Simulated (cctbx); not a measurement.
# Occupancies in BaTbBe2S4O

Cell a = 6.4510 Å, b = 6.4510 Å, c = 8.8310 Å, α = 90.00°, β = 90.00°, γ = 90.00°; space group P4/nmm (no. 129, origin choice 1); nominal formula BaTbBe2S4O.

The data are simulated with cctbx, not measured: synchrotron X-rays, λ = 0.4959 Å, to d = 0.6 Å, 50 % of the full sphere, strongest reflection 5000 counts, noise from counting, a 3 % proportional error and a noise floor of 4 counts (s.d.); no absorption.

With every site full:

```text
Rint 0.051, 554 unique reflections to 0.60 A
cycle     R1     wR2    GooF  max shift (A)
   1  0.2241  0.4067   9.311   0.03327
   6  0.0581  0.1504   3.442   0.00041
final R1 0.0581 wR2 0.1504 GooF 3.442  parameters 19  data/parameter 29.2
atom        x        y        z      Ueq    occ   su(xyz)  su(Uiso or U11)
Tb1    0.50000  0.50000  0.50000   0.0047  1.000  0.00000  0.0003
Ba1    0.50000  0.50000  0.00000   0.0133  1.000  0.00000  0.0004
S1     0.74314  0.24314  0.32504   0.0108  1.000  0.00057  0.0008
O1     0.50000  0.00000  0.00952   0.0133  1.000  0.00693  0.0050
Be1    0.50000  0.00000  0.27640   0.0113  1.000  0.00876  0.0126
Be2    0.50000  0.00000  0.74689   0.0117  1.000  0.00848  0.0132
difference map: max 9.36 min -12.01 rms 0.94
Q1    0.0000  0.0000  0.5000    2    9.48  0.00 A from Tb1
Q2    0.2320  0.2680  0.3339    8    3.54  0.24 A from S1
Q3    0.0000  0.5000  0.9910    2    3.08  0.00 A from O1
Q4    0.0000  0.5000  0.7638    2    2.98  0.36 A from Be1
Q5    0.0000  0.5000  0.8757    2    2.41  1.01 A from O1
Q6    0.0000  0.5000  0.6010    2    2.31  1.08 A from Be1
```

With the occupancies of the suspect sites free, each still typed as its main element:

```text
Rint 0.051, 554 unique reflections to 0.60 A
cycle     R1     wR2    GooF  max shift (A)
   1  0.1386  0.2747   6.294   0.03341
   4  0.0177  0.0405   0.927   0.00033
final R1 0.0177 wR2 0.0405 GooF 0.927  parameters 20  data/parameter 27.7
atom        x        y        z      Ueq    occ   su(xyz)  su(Uiso or U11)
Tb1    0.50000  0.50000  0.50000   0.0075  1.000  0.00000  0.0001
Ba1    0.50000  0.50000  0.00000   0.0072  0.747  0.00000  0.0001
S1     0.74329  0.24329  0.32496   0.0130  1.000  0.00015  0.0002
O1     0.50000  0.00000  0.00945   0.0138  1.000  0.00171  0.0012
Be1    0.50000  0.00000  0.27204   0.0114  1.000  0.00229  0.0030
Be2    0.50000  0.00000  0.74863   0.0232  1.000  0.00273  0.0049
su of occupancy Ba1: 0.003
difference map: max 1.85 min -2.60 rms 0.40
Q1    0.0000  0.1832  0.4672    8    1.86  1.22 A from Tb1
Q2    0.0000  0.5000  0.6037    2    1.86  1.10 A from Be1
Q3    0.0000  0.0652  0.6477    8    1.77  1.37 A from Tb1
Q4    0.0000  0.5000  0.8769    2    1.75  1.00 A from O1
Q5    0.0871  0.4129  0.2796    8    1.68  0.83 A from Be2
Q6    0.0000  0.1224  0.7639    8    1.54  1.96 A from S1
```

**Question.** What is the disorder?

X-rays count electrons. Ba1 refines to 0.747(0.003), or 41.8 electrons; the site truly holds 0.75 Ba, 42.0 electrons, which is 0.750 of Ba. A value under 1 can't tell vacancies from a lighter guest, and one over 1 needs a heavier guest; chemistry or a second radiation must settle which. Occupancy correlates with U and the scale, so the match is approximate.

Freeing them takes R1 from 0.0581 to 0.0177 and GooF from 3.44 to 0.93.

This is a model crystal, built by substitution and not relaxed, with assumed displacement parameters.

[Middle refinement cycles are left out of these outputs.]

[Logs are printed without paths, hosts, clocks, repeated set-up lines and the standing remarks that a program may print on its own settings, such as how far it seeks lower states.]
